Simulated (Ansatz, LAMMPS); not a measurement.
# Amorphous HfO2 at 7.99 g/cm^3 (84 atoms): geometry optimisation, part 2 of 4

Aim: bring amorphous HfO2 at 7.99 g/cm^3 (84 atoms) to a nearby minimum of the energy and see what moves.

Ansatz 0.2.0; Kohn-Sham DFT, PBE, PAW (set soft_2), plane waves.

The cell: 28 Hf and 56 O. The quench rate of 50 K/ps is many orders above laboratory rates. The starting topology of bonds comes from the classical model. Only the Γ point is sampled in the main run, in a cell whose shortest periodic width is 11 Å. Spin–orbit coupling is left out.

So far. Step 3 (Single point at the start): Neighbours are counted within 2.82 Å (O-Hf).

## (4) Relaxation

With the cell held, the atoms are moved downhill towards a nearby minimum.

Contents of input.yaml:

```yaml
crystal:
  lattice:
    - [10.6975, 0.0, 0.0]
    - [0.0, 10.6975, 0.0]
    - [0.0, 0.0, 10.6975]
  atoms:
    [... the 84 atom lines of step 3 ...]
kpoints:
  mp_grid: { grid: [1, 1, 1] }
hamiltonian:
  xc: pbe
scf:
  occupations: { method: fermi_dirac, width: 0.025 }
output:
  forces: true
relax:
  f_tol: 0.04
  max_steps: 250
```

Run with:

```
ansatz run input.yaml --threads 4 --pin off --max-ram 8192MiB --backend cpu --events-out ev --progress --plain --runs-dir out
```

Numbers of over 12 decimals in the logs are rounded to 6 here.

The log of the run:

```text
[...]
Crystal: 84 atoms, lattice volume = 1224.185 Å³
Basis set: ecut = 420 eV, 23847 PW (Γ), exchange–correlation on 144×144×144 points (8 copies of the dense FFT grid, shifted against one another)
Bands: 639, of which v1, the nominal top of the filled ones, is band 532 counted from 1 (531 counted from 0)
Symmetry: 1 space group operations
[...]
k-points: 1
[...]
SCF iter   1: F=—  HF=-472108.313437 eV  |F-HF|=—  |Δ(HF+E_count)|=         —  Δρ=4.05e-3  dr2=2.02e-1  ethr=1.77e-3  ⟨swp⟩=5.0  Hψ=1970  notcnv=0  defer=53
[...]
SCF iter   7: F=-472108.308007 eV  HF=-472108.308012 eV  |F-HF|=4.87e-6  |Δ(HF+E_count)|=   8.34e-5  Δρ=4.83e-5  dr2=3.32e-5  ethr=3.76e-9  ⟨swp⟩=4.0  Hψ=2071  notcnv=0
SCF 1 converged in 7 iterations: F = -472108.308007 eV  dr2 = 3.32e-5
[...]
relax step   1: F+E_penalty+E_count = -472108.30800714 eV  Δ(F+E_penalty+E_count) = +0.000e0 eV  max|allowed force component| = 2.287e0 eV/Å  Δτ_max = 0.0000 Å  (7 SCF iters, dr2 threshold 4.00e-5 eV, accepted)
[...]
relax step   2: F+E_penalty+E_count = -472109.71469705 eV  Δ(F+E_penalty+E_count) = -1.407e0 eV  max|allowed force component| = 7.310e-1 eV/Å  Δτ_max = 0.1669 Å  (7 SCF iters, dr2 threshold 1.00e-4 eV, accepted)
[...]
relax step   3: F+E_penalty+E_count = -472110.19280417 eV  Δ(F+E_penalty+E_count) = -4.781e-1 eV  max|allowed force component| = 3.398e-1 eV/Å  Δτ_max = 0.0668 Å  (7 SCF iters, dr2 threshold 3.34e-5 eV, accepted)
relax step   4: F+E_penalty+E_count = -472110.54267362 eV  Δ(F+E_penalty+E_count) = -3.499e-1 eV  max|allowed force component| = 2.532e-1 eV/Å  Δτ_max = 0.2000 Å  (8 SCF iters, dr2 threshold 1.18e-5 eV, accepted)
relax step   5: F+E_penalty+E_count = -472110.58220281 eV  Δ(F+E_penalty+E_count) = -3.953e-2 eV  max|allowed force component| = 1.768e-1 eV/Å  Δτ_max = 0.2000 Å  (7 SCF iters, dr2 threshold 1.39e-5 eV, accepted)
relax step   6: F+E_penalty+E_count = -472110.59931404 eV  Δ(F+E_penalty+E_count) = -1.711e-2 eV  max|allowed force component| = 9.586e-2 eV/Å  Δτ_max = 0.1053 Å  (7 SCF iters, dr2 threshold 1.52e-5 eV, accepted)
relax step   7: F+E_penalty+E_count = -472110.60491291 eV  Δ(F+E_penalty+E_count) = -5.599e-3 eV  max|allowed force component| = 3.822e-2 eV/Å  Δτ_max = 0.0311 Å  (7 SCF iters, dr2 threshold 2.70e-6 eV, accepted)
[...]
relax step   8: F+E_penalty+E_count = -472110.60491299 eV  Δ(F+E_penalty+E_count) = -8.260e-8 eV  max|allowed force component| = 3.826e-2 eV/Å  Δτ_max = 0.0000 Å  (3 SCF iters, accepted)
SCF converged after 3 iterations
Free energy (F): -472110.604913 eV
[...]
Internal energy: -472110.604913 eV  (E = F + TS)
E sigma→0 (E₀):  -472110.604913 eV
Fermi energy:    11.965544 eV
[...]
--- Forces (eV/Å), atoms counted from 1 ---
  atom   1  Hf     0.00744218    -0.02173967     0.00193767
  atom   2  Hf    -0.02375934     0.01862879    -0.00968740
  atom   3  Hf    -0.02399421     0.00712066    -0.00347146
  atom   4  Hf     0.01643177     0.00355152    -0.00533935
  atom   5  Hf    -0.00352337    -0.01791307    -0.01541979
  atom   6  Hf    -0.01498387     0.02163909    -0.00062002
  atom   7  Hf     0.01570739     0.01398767    -0.03561829
  atom   8  Hf     0.00576831    -0.01539718    -0.00066662
  atom   9  Hf    -0.01981146    -0.00694308    -0.00302349
  atom  10  Hf     0.01511087    -0.00526553    -0.01352625
  atom  11  Hf     0.01022836    -0.01449109    -0.01803609
  atom  12  Hf    -0.01962049    -0.01211653     0.01630070
  atom  13  Hf     0.01996960    -0.00861090     0.02518956
  atom  14  Hf     0.01271972    -0.00017887     0.00432224
[...]
atom  83  O      0.00061621     0.00245583     0.00449582
  atom  84  O     -0.00544480     0.00697481     0.01378134
  max |Σ_I F_I| component: 2.40e-4 eV/Å
--- Relaxed structure (8 steps of the walk, 8 accepted, 0 SCFs on fresh bases) ---
  F+E_penalty+E_count = -472110.60491299 eV   max|allowed force component| = 3.826e-2 eV/Å
  atoms:
    - { symbol: Hf, position: [0.638353, 0.835871, 0.215073] }
    - { symbol: Hf, position: [0.330798, 0.211643, 0.337179] }
    - { symbol: Hf, position: [0.171769, 0.436146, 0.141019] }
    - { symbol: Hf, position: [0.694907, 0.197818, 0.231006] }
[...]
- { symbol: O, position: [0.425992, 0.587932, 0.187970] }
```

Run time: 2.9 min. Hardware: 4 threads of Intel Xeon at 2.70GHz, shared host; peak memory 2.1 GiB.

Step by step:

```tsv
step	energy less that of the first step (eV)	largest force component (eV/Å)
1	0.0000	2.2873
2	-1.4067	0.7310
3	-1.8848	0.3398
4	-2.2347	0.2532
5	-2.2742	0.1768
6	-2.2913	0.0959
7	-2.2969	0.0382
8	-2.2969	0.0383
```

The atoms that moved most (Å):

```tsv
atom	dx	dy	dz	length
O40	-0.150	-0.092	-0.248	0.304
O47	0.017	-0.070	0.288	0.297
O49	-0.181	-0.233	-0.036	0.297
O70	0.285	0.016	-0.005	0.285
O74	-0.111	0.052	-0.249	0.278
O51	0.092	-0.154	-0.208	0.275
O48	-0.043	0.152	-0.224	0.274
Hf6	0.101	0.135	0.205	0.266
```

The relaxation changed the energy by -27.3 meV/atom, and atoms moved by 0.17 Å r.m.s., 0.30 Å at most.

## (5) Structure statistics after relaxation

Bonds before and after, by the cutoffs listed below:

```tsv
pair	bonds before	bonds after	mean before (Å)	mean after (Å)	spread before (Å)	spread after (Å)
O-Hf	166	165	2.164	2.152	0.115	0.138
```

Density 7.99 g/cm³, 14.57 Å³ an atom.

g(r), total and by pair (bins of 0.1 Å):

```tsv
r (Å)	total	O-O	O-Hf	Hf-Hf
1.85	0.00	0.00	0.00	0.00
1.95	0.86	0.00	1.94	0.00
2.05	3.45	0.00	7.76	0.00
2.15	3.42	0.00	7.70	0.00
2.25	1.43	0.00	3.22	0.00
2.35	0.30	0.00	0.68	0.00
2.45	0.23	0.00	0.52	0.00
2.55	0.59	1.05	0.29	0.00
2.65	0.94	1.94	0.18	0.00
2.75	0.95	2.06	0.08	0.00
2.85	1.19	2.68	0.00	0.00
2.95	1.14	2.50	0.07	0.00
3.05	1.04	2.27	0.00	0.26
3.15	1.08	2.19	0.19	0.25
3.25	0.86	1.29	0.41	0.93
3.35	0.81	0.83	0.27	2.88
3.45	0.88	1.26	0.31	1.66
3.55	0.94	0.89	0.54	2.76
3.65	0.99	0.75	0.83	2.60
3.75	1.06	0.53	1.15	2.81
3.85	1.08	0.67	0.88	3.51
3.95	1.06	0.64	1.27	1.92
4.05	0.99	0.72	1.25	1.06
4.15	1.14	1.04	1.23	1.16
4.25	0.93	0.93	0.96	0.83
4.35	0.96	0.95	1.11	0.40
4.45	0.94	0.59	1.48	0.13
4.55	0.83	0.57	1.17	0.48
4.65	1.16	0.63	1.84	0.57
4.75	0.89	0.58	1.38	0.22
4.85	0.94	0.71	1.27	0.53
4.95	1.06	0.63	1.52	0.91
5.05	0.98	0.90	1.17	0.58
5.15	1.01	1.29	0.84	0.57
5.25	1.06	1.20	0.99	0.81
```

Bonds by pair of elements; cutoffs follow the first minimum of g(r), held within bounds set by covalent radii, and pairs that aren't listed don't count as bonded:

```tsv
pair A-B	cutoff (Å)	bonds	mean length (Å)	spread (Å)	shortest (Å)	B about A	A about B
O-Hf	2.88	165	2.15	0.138	1.92	2.95	5.89
```

How many atoms have how many bonded neighbours:

```tsv
element	mean	2	3	4	5	6	7
Hf	5.89	0	0	1	5	18	4
O	2.95	11	37	8	0	0	0
```

Bond angles, per cent of each kind in bins of 5°:

```tsv
angle (°)	O-Hf-O	Hf-O-Hf
60–65	0.7	0.0
65–70	1.7	0.0
70–75	8.3	0.0
75–80	13.2	0.0
80–85	9.8	0.0
85–90	8.5	1.8
90–95	10.2	3.5
95–100	8.3	10.6
100–105	3.9	19.4
105–110	2.2	7.6
110–115	4.4	6.5
115–120	2.9	8.8
120–125	2.9	9.4
125–130	1.7	9.4
130–135	1.9	4.1
135–140	2.9	7.1
140–145	2.2	3.5
145–150	1.7	1.8
150–155	3.4	1.8
155–160	2.7	4.1
160–165	2.9	0.0
165–170	1.2	0.6
170–175	1.9	0.0
175–180	0.2	0.0
```

Bond angles (no mean is given where the spread exceeds 20°):

```tsv
angle	count	mean (°)	spread (°)
O-Hf-O	410	-	-
Hf-O-Hf	170	117	17.8
```

Bond length by coordination (bonds to H left out):

```tsv
element	coordination	atoms	mean bond length (Å)
Hf	4	1	1.98
Hf	5	5	2.08
Hf	6	18	2.15
Hf	7	4	2.23
O	2	11	2.00
O	3	37	2.15
O	4	8	2.28
```

For some of the pairs, g(r) has its first main peak near 2.9 Å (O-O) and 2.1 Å (O-Hf). With the cutoffs above, 64 % of Hf atoms have 6 and 66 % of O atoms have 3 bonded neighbours. Bonds at O atoms with 2 neighbours average 2.00 Å, against 2.28 Å at those with 4.

[end of part 2 of 4]

[Logs are printed without paths, hosts, clocks, repeated set-up lines and the standing remarks that a program may print on its own settings, such as how far it seeks lower states.]

[Hosts, paths, dates, database ids (printed as entryN), source tags and the programs' standing remarks are cut or masked in the printed files.]
